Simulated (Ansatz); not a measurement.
# 3-layer Al2SSe (AB) in a perpendicular field, part 2 of 4

Wanted: the out-of-plane response of the 3-layer Al2SSe (AB). A positive field points along +c.

Ansatz 0.2.0; plane-wave DFT, PBE-D3(BJ), Ansatz PAW (the session's first sound run).

So far. Step 2 (Relaxation): The lattice constant a goes from 3.689 to 3.639 Å.

### 3. Single point, field 0, start network

A sawtooth potential applies the field, turning back in the middle of the vacuum. With the dipole correction the typed value is the field outside the slab. The induced dipole is small, so the SCF threshold is tight.

The cell differs from the one that the last finished run ended in (c 69.953 → 38.830 Å).

input.yaml

```yaml
crystal:
  lattice:
    - [3.6385796146, 0.0, 0.0]
    - [-1.8192898073, 3.15110238, 0.0]
    - [0.0, 0.0, 38.8304388023]
  atoms:
    - { symbol: Se, position: [0.3333333333, 0.6666666667, 0.2317769327] }
    - { symbol: Al, position: [0.0, 0.0, 0.2631591042] }
    - { symbol: Al, position: [0.0, 0.0, 0.3293159851] }
    - { symbol: S, position: [0.3333333333, 0.6666666667, 0.3557677635] }
    - { symbol: Se, position: [0.6666666667, 0.3333333333, 0.4379794732] }
    - { symbol: Al, position: [0.3333333333, 0.6666666667, 0.4692928394] }
    - { symbol: Al, position: [0.3333333333, 0.6666666667, 0.5354174804] }
    - { symbol: S, position: [0.6666666667, 0.3333333333, 0.561845071] }
    - { symbol: Se, position: [0.3333333333, 0.6666666667, 0.6441993829] }
    - { symbol: Al, position: [0.0, 0.0, 0.6755051255] }
    - { symbol: Al, position: [0.0, 0.0, 0.7416810628] }
    - { symbol: S, position: [0.3333333333, 0.6666666667, 0.7682230673] }
kpoints:
  mp_grid: { grid: [18, 18, 1] }
  band_path:
    path: [[0, 0, 0], [0.5, 0, 0], [0.33333333, 0.33333333, 0], [0, 0, 0]]
    npoints: 16
hamiltonian:
  xc: pbe
  dispersion: d3bj
scf:
  occupations: { method: fermi_dirac, width: 0.02585 }
  convergence: { dr2_threshold: 1.0e-10 }
efield:
  axis: 3
  dipole_correction: true
  ramp_position: 0.97
  ramp_width: 0.06
  amplitude: 0
output:
  dos: { projected: true, e_range: [-6, 5] }
  bader: true
  write_potential: true
  write_density: true
  volumetric_format: npy
  elf: true
```

Command:

```console
ansatz run input.yaml --threads 4 --pin off --max-ram 12288MiB --backend cpu --events-out ev --progress --plain --runs-dir out
```

Numbers of over 12 decimals in the logs are rounded to 6 here.

Log:

```text
[...]
Crystal: 12 atoms, lattice volume = 445.212 Å³
Basis set: ecut = 420 eV, 8589 PW (Γ)
Bands: 54, of which v1, the nominal top of the filled ones, is band 42 counted from 1 (41 counted from 0)
Symmetry: 6 space group operations
[...]
k-points: 37 of 324 (time reversal used)
[...]
SCF iter   1: F=—  HF=-22350.836235 eV  |F-HF|=—  |Δ(HF+E_count)|=         —  Δρ=1.87e-3  dr2=6.13e-2  ethr=1.77e-3  p=0.022 e·Å  D=8.76e-3 V/Å  ΔV_dip=-0.34 eV  dr2_dipole=1.20e-2  V_vac-E_F(+/−)=4.92/5.26 eV  ⟨swp⟩=8.3  Hψ=9327  notcnv=0  defer=20
efield: sawtooth ramp at fractional position 0.9700 (set: `efield.ramp_position`, or a place that a band, a saddle search or an elastic batch's reference lends), width 0.0600; the density the first Hamiltonian is built on has a dipole p = 0.022 e·Å; the dipole correction subtracts the counter field D = 8.76e-3 V/Å, which shifts the + side's vacuum level by -0.34 eV against the − side's; the planar-averaged density in the ramp window peaks in size at 7.7e-6 e/Å³
[...]
SCF iter   2: F=—  HF=-22350.827897 eV  |F-HF|=—  |Δ(HF+E_count)|=   8.34e-3  Δρ=7.62e-4  dr2=5.05e-3  ethr=7.29e-5  p=-0.022 e·Å  D=-8.83e-3 V/Å  ΔV_dip=0.34 eV  dr2_dipole=1.92e-3  V_vac-E_F(+/−)=5.11/4.77 eV  ⟨swp⟩=3.5  Hψ=3458  notcnv=0  defer=183
[...]
SCF iter  12: F=-22350.828302 eV  HF=-22350.828302 eV  |F-HF|=4.73e-11  |Δ(HF+E_count)|=  1.09e-11  Δρ=3.48e-8  dr2=1.68e-11  ethr=1.00e-12  p=-0.012 e·Å  D=-4.88e-3 V/Å  ΔV_dip=0.19 eV  dr2_dipole=5.38e-12  V_vac-E_F(+/−)=4.97/4.78 eV  ⟨swp⟩=2.3  Hψ=3736  notcnv=0
SCF 1 converged in 12 iterations: F = -22350.828302 eV  dr2 = 1.68e-11
[...]
NSCF: frozen V_eff on 49 k-points
efield: sawtooth ramp at fractional position 0.9700 (kept from the solve that this one continues, or follows in the run), width 0.0600; the density the first Hamiltonian is built on has a dipole p = -0.012 e·Å; the dipole correction subtracts the counter field D = -4.88e-3 V/Å, which shifts the + side's vacuum level by +0.19 eV against the − side's; the planar-averaged density in the ramp window peaks in size at 3.0e-6 e/Å³
WARN: The output density's exchange-correlation potential varies sharply where the density is thin. Do not read a vacuum level from v_tot or v_xc, or from such a field of the output density. On a cell that repeats whose density bears no net charge and no dipole along the vacuum's axis use v_es (v_loc + v_h of the components); under efield.dipole_correction with no amplitude use v_es + v_field, which holds any externa [...]
SCF converged after 12 iterations
Free energy (F): -22350.828302 eV
[...]
Internal energy: -22350.828302 eV  (E = F + TS)
E sigma→0 (E₀):  -22350.828302 eV
Fermi energy:    1.833923 eV
Dipole field:    D = -0.004875 V/Å  (p = -0.011994 e·Å, saw-weighted, corrected)
Work function:   Φ+ = 4.9660 eV   Φ− = 4.7767 eV
Levels:          The Fermi level and band energies are counted from a zero that moves with the ramp; work functions are not
[...]
--- Band table (eV; the first three rows and the last of 37) ---
  k-point 0: bands = [... 38 lower, 0.4798, 0.4798, 0.5229, 1.0232, 3.7453, 3.9545, 4.1743, 4.7459, ... 8 higher]
  k-point 1: bands = [... 38 lower, 0.3752, 0.4288, 0.5928, 1.0371, 3.9357, 4.1295, 4.3430, 4.9527, ... 8 higher]
  k-point 2: bands = [... 38 lower, 0.2891, 0.3098, 0.6568, 1.0447, 4.3485, 4.5053, 4.6972, 5.1608, ... 8 higher]
  k-point 36: bands = [... 38 lower, -0.8496, -0.2023, -0.0814, -0.0714, 2.7101, 2.7409, 2.8336, 4.8223, ... 8 higher]
--- Bader charges: 12 sites ---
  site symbol  charge [e]  shift [e] shared [e]
     0     Se     -1.4374     0.0003    -1.4374
     1     Al      1.7301     0.0108     1.5510
     2     Al      1.5113     0.0027     1.4122
     3      S     -1.5261     0.0000    -1.5289
     4     Se     -1.4345     0.0003    -1.4345
     5     Al      1.7347     0.0079     1.5545
     6     Al      1.5114     0.0027     1.4095
     7      S     -1.5266     0.0000    -1.5293
     8     Se     -1.4348     0.0003    -1.4348
     9     Al      1.7310     0.0105     1.5559
    10     Al      1.5091     0.0028     1.4077
    11      S     -1.5229     0.0000    -1.5257
  maxima off the nuclei: 3, with 0.8453 electrons
  on the straight line to a nucleus their density falls by 4.8e-4 to 6.3e-4 of itself; PAW files or a low cutoff
  can make one that falls by little (a run on other files and one at a higher cutoff tell): if they did, read the shared
  charge, to which what the maxima have on the atom's side is counted
  estimated error of the sums over rays = 4.9e-4 e
```

The job ended after 84 s (4 threads of Arm Neoverse V2, shared host; peak memory 1.4 GiB).

Numbers from this step:

```
gap on the k-mesh                  : 1.531 eV
dipole along the normal            : -0.01199 e·Å
gap along the path                 : 1.531 eV
smallest direct gap along the path : 2.447 eV
step between the vacuum levels     : 0.1893 eV
ionisation energy, upper face      : 5.754 eV
electron affinity, upper face      : 4.223 eV
ionisation energy, lower face      : 5.565 eV
gap, the smaller of path and mesh  : 1.531 eV
```

The electron's electrostatic potential energy less the Fermi level oscillates, so the rows of the table below give means over windows of 4.03 Å about each position, cut where the curve ends. Its maxima inside the range that stand out by 2 % of the span (Å: eV): 11.4: -1.68, 15.5: 0.969, 19.4: -1.62, 23.6: 1.06, 27.5: -1.56. Its minima: 9.6: -4.19, 13.2: -4.93, 17.7: -4.14, 21.1: -4.85, 25.6: -4.08, 29.2: -4.78.

Running mean over a fixed 2.7 Å (it still follows the layers) of the planar mean; the ramp of the sawtooth is left out. Electron's electrostatic potential energy less the Fermi level against z; means over each step:

```csv
z (Å),electron's electrostatic potential energy less the Fermi level (eV)
5.47,4.53
9.50,-1.97
13.53,-2.51
17.56,-2.11
21.59,-2.40
25.62,-2.08
29.65,-1.95
33.68,4.86
```

The density of states has structure finer than the step of the table below, so its rows give means over 0.25 eV, whole bins alone (the curve runs from -6 to 2.74 eV). Peaks (eV: height): -4.430: 11.9, -3.770: 12.8, -3.570: 14.1, -2.990: 16.2, -2.660: 17.4, -1.920: 12.7, -1.860: 12.4.

Table of density of states by energy, zero at the Fermi level of the run, which the smearing sets inside the gap; means over each step:

```csv
energy (eV),density of states (states/eV a cell)
-5.75,2.40
-5.50,2.12
-5.25,2.67
-5.00,2.76
-4.75,5.39
-4.50,8.90
-4.25,9.67
-4.00,8.35
-3.75,10.7
-3.50,10.7
-3.25,9.47
-3.00,11.5
-2.75,12.4
-2.50,3.71
-2.25,2.57
-2.00,7.00
-1.75,7.09
-1.50,6.98
-1.25,5.55
-1.00,1.78
-0.75,1.63
-0.50,0
-0.25,0
0.00,0
0.25,0
0.50,0
0.75,0.446
1.00,3.96
1.25,5.65
1.50,3.14
1.75,2.27
2.00,1.93
2.25,2.78
2.50,4.14
```

Projected DOS per atom over height of the atomic layer and energy from the Fermi level. Layers: Se Al Al S Se Al Al S Se Al Al S from below.

Values in states/eV, 22 rows by 12 columns, each cell a mean:
```
0.16 0.39 0.58 0.21 0.15 0.36 0.51 0.19 0.14 0.33 0.48 0.17
0.09 0.22 0.32 0.11 0.09 0.22 0.32 0.11 0.07 0.17 0.26 0.09
0.09 0.20 0.26 0.10 0.10 0.21 0.28 0.11 0.12 0.23 0.29 0.12
0.22 0.36 0.43 0.23 0.26 0.40 0.48 0.26 0.30 0.45 0.52 0.30
0.23 0.32 0.42 0.23 0.17 0.25 0.30 0.17 0.12 0.17 0.20 0.12
0.00 0.00 0.00 0.00 0.00 0.00 0.00 0.00 0.00 0.00 0.00 0.00
0.00 0.00 0.00 0.00 0.00 0.00 0.00 0.00 0.00 0.00 0.00 0.00
0.00 0.00 0.00 0.00 0.00 0.00 0.00 0.00 0.00 0.00 0.00 0.00
0.02 0.01 0.01 0.04 0.09 0.04 0.04 0.10 0.06 0.03 0.02 0.05
0.24 0.14 0.13 0.29 0.26 0.15 0.15 0.24 0.46 0.27 0.23 0.42
0.79 0.43 0.41 0.47 0.80 0.47 0.41 0.48 0.77 0.46 0.38 0.39
0.91 0.71 0.62 0.29 0.89 0.71 0.61 0.29 0.84 0.69 0.57 0.25
0.70 0.21 0.09 0.04 0.69 0.19 0.05 0.03 0.70 0.15 0.01 0.01
1.40 0.30 0.06 0.42 1.72 0.37 0.08 0.73 1.85 0.43 0.07 0.88
1.70 0.38 0.19 1.39 1.54 0.40 0.18 1.35 1.45 0.40 0.17 1.49
1.24 0.38 0.26 1.51 0.94 0.34 0.31 1.60 0.92 0.31 0.43 2.06
0.87 0.36 0.45 1.79 0.81 0.34 0.44 1.70 0.71 0.35 0.46 1.57
0.84 0.45 0.46 1.31 0.78 0.43 0.46 1.28 0.95 0.48 0.54 1.33
0.69 0.38 0.45 1.28 0.83 0.37 0.43 1.14 0.61 0.25 0.30 0.70
0.13 0.07 0.22 0.52 0.15 0.07 0.22 0.51 0.16 0.08 0.20 0.46
0.21 0.11 0.17 0.35 0.23 0.11 0.14 0.29 0.25 0.13 0.11 0.23
0.39 0.21 0.08 0.15 0.41 0.22 0.09 0.15 0.55 0.32 0.11 0.19
```
Columns: height of the atomic layer (Å) from 9 to 29.8 (not evenly spaced); rows upwards: energy from the Fermi level (eV) from -5.96 to 2.68.

The electronic bands at the labelled points (eV, zero at the Fermi level of the run, which the smearing sets inside the gap):

```csv
point,band 39,band 40,band 41,band 42,band 43,band 44,band 45,band 46
Γ,-1.35,-1.35,-1.31,-0.81,1.91,2.12,2.34,2.91
halfway,-2.07,-1.37,-1.16,-0.98,1.90,2.02,2.11,2.89
M,-2.60,-2.14,-2.01,-1.96,0.74,0.87,1.00,2.13
halfway,-2.70,-2.02,-1.94,-1.90,1.13,1.18,1.25,2.79
K,-2.68,-2.04,-1.92,-1.91,0.88,0.91,1.00,2.99
halfway,-2.75,-1.32,-1.18,-1.06,2.28,2.36,2.41,3.43
Γ,-1.35,-1.35,-1.31,-0.81,1.91,2.12,2.34,2.91
```

Electrostatic potential energy in the ca plane at fractional y = 0.667, with atoms of Se and S and Al within 0.2 Å of it. With pseudopotentials it is smooth inside the atoms' cores, unlike the true potential.

Values in eV, 6 rows by 16 columns, each cell a mean:
```
  7   7   7   7   7   7   6   3  -3   1   1  -3   3   6   4  -2
  7   7   7   7   7   7   5   2  -2   1   2  -2   2   6   5  -1
  7   7   7   7   7   6   1 -12  -2   4   4  -2 -12   4   6   2
  7   7   7   7   7   6  -5  -8  -8   5   5 -10 -23  -2   6   0
  7   7   7   7   7   6  -4 -12  -7   5   5  -8 -22   0   6   0
  7   7   7   7   7   7   3  -7  -1   3   3  -1  -4   5   5   2
```
Columns run along c (16.0 Å, from fractional 0.04 to 0.45 of the cell; values clipped at the 3rd and 97th percentile), rows up along a (3.6 Å). Atoms in or near the plane, at fractional coordinates: Se at (0.23, 0.33), S at (0.36, 0.33).

ELF in the ca plane at fractional y = 0.667, with atoms of Se and S and Al within 0.2 Å of it. It is the smooth field of the valence electrons, not physical close to the nuclei.

Ten even steps from '0' (0.00 × 1e-1) to '9' (9.91 × 1e-1), each cell a mean:
```
00000001123444335664334432100266776642111125
00000000001233236774222210000367776531000124
00000001234555335654345543100256777642222225
00000135677777532332367877520135667644566435
00002467887777521111478888851012355423899722
00013578874466520001477448982000132012999711
00013578862256520001576117983000120011999712
00012578875566520001477558972001232002999710
00001367887777521112478888850012456424898633
00000135667776433432367776510135677643465435
```
Columns run along c (16.0 Å, from fractional 0.14 to 0.55 of the cell), rows up along a (3.6 Å). Atoms in or near the plane, at fractional coordinates: Se at (0.23, 0.33), S at (0.36, 0.33), Al at (0.47, 0.33), Al at (0.54, 0.33).

Valence density in the ca plane at fractional y = 0.667, with atoms of Se and S and Al within 0.2 Å of it. It is the smooth field of the valence electrons, not physical close to the nuclei.

Ten steps, logarithmic in the rise over the least value, from '0' (0 e/Å³) to '9' (30 e/Å³), each cell a mean:
```
00000000000110000000001000000001111100000001
00000000000000000000000000000001111100000000
00000000001111000000001100000001111100000001
00000000012211000000011211000000111100000001
00000000134421100000012332100000011100111100
00000001258742100000123223210000000000111100
00000001369952100000123223210000000000111100
00000001257742100000123333210000000000111100
00000000123321100000012322100000011100111100
00000000011111000000011111000000111100000001
```
Columns run along c (16.0 Å, from fractional 0.14 to 0.55 of the cell), rows up along a (3.6 Å). Atoms in or near the plane, at fractional coordinates: Se at (0.23, 0.33), S at (0.36, 0.33), Al at (0.47, 0.33), Al at (0.54, 0.33).

The gap is 1.53 eV, with the valence edge 5.75 eV and the conduction edge 4.22 eV under the upper vacuum level.

### 4. Single point, field 0.03 V/Å

input.yaml, as its differences from that of step 3:

```diff
@@ -34,6 +34,4 @@
   ramp_width: 0.06
-  amplitude: 0
+  amplitude: 0.03
 output:
-  dos: { projected: true, e_range: [-6, 5] }
-  bader: true
   write_potential: true
@@ -41,2 +39 @@
   volumetric_format: npy
-  elf: true
```

Log:

```text
[...]
Crystal: 12 atoms, lattice volume = 445.212 Å³
Basis set: ecut = 420 eV, 8589 PW (Γ)
Bands: 54, of which v1, the nominal top of the filled ones, is band 42 counted from 1 (41 counted from 0)
Symmetry: 6 space group operations
[...]
k-points: 37 of 324 (time reversal used)
[...]
k-point 0: bands = [... 38 lower, 0.5168, 0.5168, 0.5238, 1.0298, 3.7252, 3.9623, 4.1988, 4.7009, ... 8 higher]
  k-point 1: bands = [... 38 lower, 0.3672, 0.4658, 0.5945, 1.0436, 3.9147, 4.1376, 4.3684, 4.9069, ... 8 higher]
  k-point 2: bands = [... 38 lower, 0.3010, 0.3261, 0.6580, 1.0522, 4.3242, 4.5139, 4.7254, 5.1145, ... 8 higher]
  k-point 36: bands = [... 38 lower, -0.8127, -0.2486, -0.0712, -0.0373, 2.6640, 2.7398, 2.8773, 4.7986, ... 8 higher]
[key lines of the parts left out:]
SCF converged after 13 iterations
Free energy (F): -22350.828499 eV
Fermi energy:    1.822965 eV
Dipole field:    D = 0.010205 V/Å  (p = 0.025109 e·Å, saw-weighted, corrected)
```

Wall time 50 s (4 threads); peak memory 1.4 GiB; 3.3 min of CPU time.

The dipole is 0.0251 e·Å, 0.0371 e·Å from its value without field, and the gap 1.493 eV.

### 5. Atoms held, field -0.03 V/Å

input.yaml, as its differences from that of step 4:

```diff
@@ -34,3 +34,3 @@
   ramp_width: 0.06
-  amplitude: 0.03
+  amplitude: -0.03
 output:
```

Log:

```text
[...]
Crystal: 12 atoms, lattice volume = 445.212 Å³
Basis set: ecut = 420 eV, 8589 PW (Γ)
Bands: 54, of which v1, the nominal top of the filled ones, is band 42 counted from 1 (41 counted from 0)
Symmetry: 6 space group operations
[...]
k-points: 37 of 324 (time reversal used)
[...]
k-point 0: bands = [... 38 lower, 0.4505, 0.4505, 0.5230, 1.0202, 3.7554, 3.9494, 4.1565, 4.7845, ... 8 higher]
  k-point 1: bands = [... 38 lower, 0.3919, 0.3992, 0.5934, 1.0345, 3.9461, 4.1246, 4.3246, 4.9925, ... 8 higher]
  k-point 2: bands = [... 38 lower, 0.2589, 0.3127, 0.6570, 1.0417, 4.3608, 4.5006, 4.6765, 5.1988, ... 8 higher]
  k-point 36: bands = [... 38 lower, -0.8602, -0.1560, -0.1256, -0.0714, 2.7420, 2.7549, 2.7911, 4.8335, ... 8 higher]
[key lines of the parts left out:]
SCF converged after 14 iterations
Free energy (F): -22350.829218 eV
Fermi energy:    1.842071 eV
Dipole field:    D = -0.019960 V/Å  (p = -0.049109 e·Å, saw-weighted, corrected)
```

It took 50 s on 4 threads; peak memory 1.4 GiB.

The dipole is -0.0491 e·Å, -0.0371 e·Å from its value without field, and the gap 1.555 eV.

### 6. Single point, field 0.15 V/Å

input.yaml, as its differences from that of step 5:

```diff
@@ -32,5 +32,5 @@
   dipole_correction: true
-  ramp_position: 0.97
-  ramp_width: 0.06
-  amplitude: -0.03
+  ramp_position: 0.9678
+  ramp_width: 0.0605
+  amplitude: 0.15
 output:
```

Log:

```text
[...]
Crystal: 12 atoms, lattice volume = 445.212 Å³
Basis set: ecut = 420 eV, 8589 PW (Γ)
Bands: 54, of which v1, the nominal top of the filled ones, is band 42 counted from 1 (41 counted from 0)
Symmetry: 6 space group operations
[...]
k-points: 37 of 324 (time reversal used)
[...]
k-point 0: bands = [... 38 lower, 0.5377, 0.6701, 0.6701, 1.0950, 3.6011, 4.0010, 4.3462, 4.5083, ... 8 higher]
  k-point 1: bands = [... 38 lower, 0.3922, 0.6190, 0.6282, 1.1112, 3.7868, 4.1772, 4.5194, 4.7107, ... 8 higher]
  k-point 2: bands = [... 38 lower, 0.2280, 0.4793, 0.6772, 1.1278, 4.1858, 4.5517, 4.8830, 4.9246, ... 8 higher]
  k-point 36: bands = [... 38 lower, -0.6513, -0.4282, -0.0620, 0.1445, 2.4844, 2.7404, 3.0576, 4.6598, ... 8 higher]
[key lines of the parts left out:]
SCF converged after 13 iterations
Free energy (F): -22350.840421 eV
Fermi energy:    1.788209 eV
Dipole field:    D = 0.070565 V/Å  (p = 0.173618 e·Å, saw-weighted, corrected)
```

It took 50 s on 4 threads; peak memory 1.4 GiB; 3.3 min of CPU time.

The dipole is 0.174 e·Å, 0.186 e·Å from its value without field, and the gap 1.267 eV.

### 7. Atoms held, field 0.25 V/Å

input.yaml, as its differences from that of step 6:

```diff
@@ -34,3 +34,3 @@
   ramp_width: 0.0605
-  amplitude: 0.15
+  amplitude: 0.25
 output:
```

Log:

```text
[...]
Crystal: 12 atoms, lattice volume = 445.212 Å³
Basis set: ecut = 420 eV, 8589 PW (Γ)
Bands: 54, of which v1, the nominal top of the filled ones, is band 42 counted from 1 (41 counted from 0)
Symmetry: 6 space group operations
[...]
k-points: 37 of 324 (time reversal used)
[...]
k-point 0: bands = [... 38 lower, 0.5484, 0.7952, 0.7952, 1.1798, 3.4724, 4.0248, 4.3382, 4.4926, ... 8 higher]
  k-point 1: bands = [... 38 lower, 0.4625, 0.6766, 0.7442, 1.1997, 3.6559, 4.2012, 4.5350, 4.6680, ... 8 higher]
  k-point 2: bands = [... 38 lower, 0.1768, 0.6044, 0.6933, 1.2245, 4.0490, 4.5691, 4.7507, 5.0386, ... 8 higher]
  k-point 36: bands = [... 38 lower, -0.5792, -0.5200, -0.0507, 0.2934, 2.3332, 2.7386, 3.2050, 4.5234, ... 8 higher]
[key lines of the parts left out:]
SCF converged after 13 iterations
Free energy (F): -22350.863976 eV
Fermi energy:    1.770105 eV
Dipole field:    D = 0.120914 V/Å  (p = 0.297496 e·Å, saw-weighted, corrected)
```

Wall time 51 s (4 threads); peak memory 1.3 GiB; 3.3 min of CPU time.

The dipole is 0.297 e·Å, 0.309 e·Å from its value without field, and the gap 1.025 eV.

### 8. Atoms held, field -0.25 V/Å

input.yaml, as its differences from that of step 7:

```diff
@@ -34,4 +34,6 @@
   ramp_width: 0.0605
-  amplitude: 0.25
+  amplitude: -0.25
 output:
+  dos: { projected: true, e_range: [-6, 5] }
+  bader: true
   write_potential: true
@@ -39 +41,2 @@
   volumetric_format: npy
+  elf: true
```

Log:

```text
[...]
Crystal: 12 atoms, lattice volume = 445.212 Å³
Basis set: ecut = 420 eV, 8589 PW (Γ)
Bands: 54, of which v1, the nominal top of the filled ones, is band 42 counted from 1 (41 counted from 0)
Symmetry: 6 space group operations
[...]
k-points: 37 of 324 (time reversal used)
[...]
6     Al      1.4680     0.0100     1.3487
     7      S     -1.5317     0.0000    -1.5341
     8     Se     -1.4286     0.0003    -1.4286
     9     Al      1.7572     0.0065     1.6190
    10     Al      1.4641     0.0104     1.3429
    11      S     -1.5320     0.0000    -1.5345
  maxima off the nuclei: 3, with 0.7942 electrons
[...]
charge, to which what the maxima have on the atom's side is counted
  estimated error of the sums over rays = 5.2e-4 e
[key lines of the parts left out:]
SCF converged after 13 iterations
Free energy (F): -22350.869959 eV
Fermi energy:    1.778094 eV
Dipole field:    D = -0.130583 V/Å  (p = -0.321287 e·Å, saw-weighted, corrected)
```

Run time: 90 s. Hardware: 4 threads; peak memory 1.4 GiB.

The dipole is -0.321 e·Å, -0.309 e·Å from its value without field, and the gap 1.217 eV.

[end of part 2 of 4]

[Logs are printed without paths, hosts, clocks, repeated set-up lines and the standing remarks that a program may print on its own settings, such as how far it seeks lower states.]

[Hosts, paths, dates, database ids (printed as entryN), source tags and the programs' standing remarks are cut or masked in the printed files.]

[Maps of the electrostatic potential energy from Ansatz leave out the sawtooth potential of an applied field or a dipole correction, so their vacuum need not be flat; planar profiles and work functions include it.]
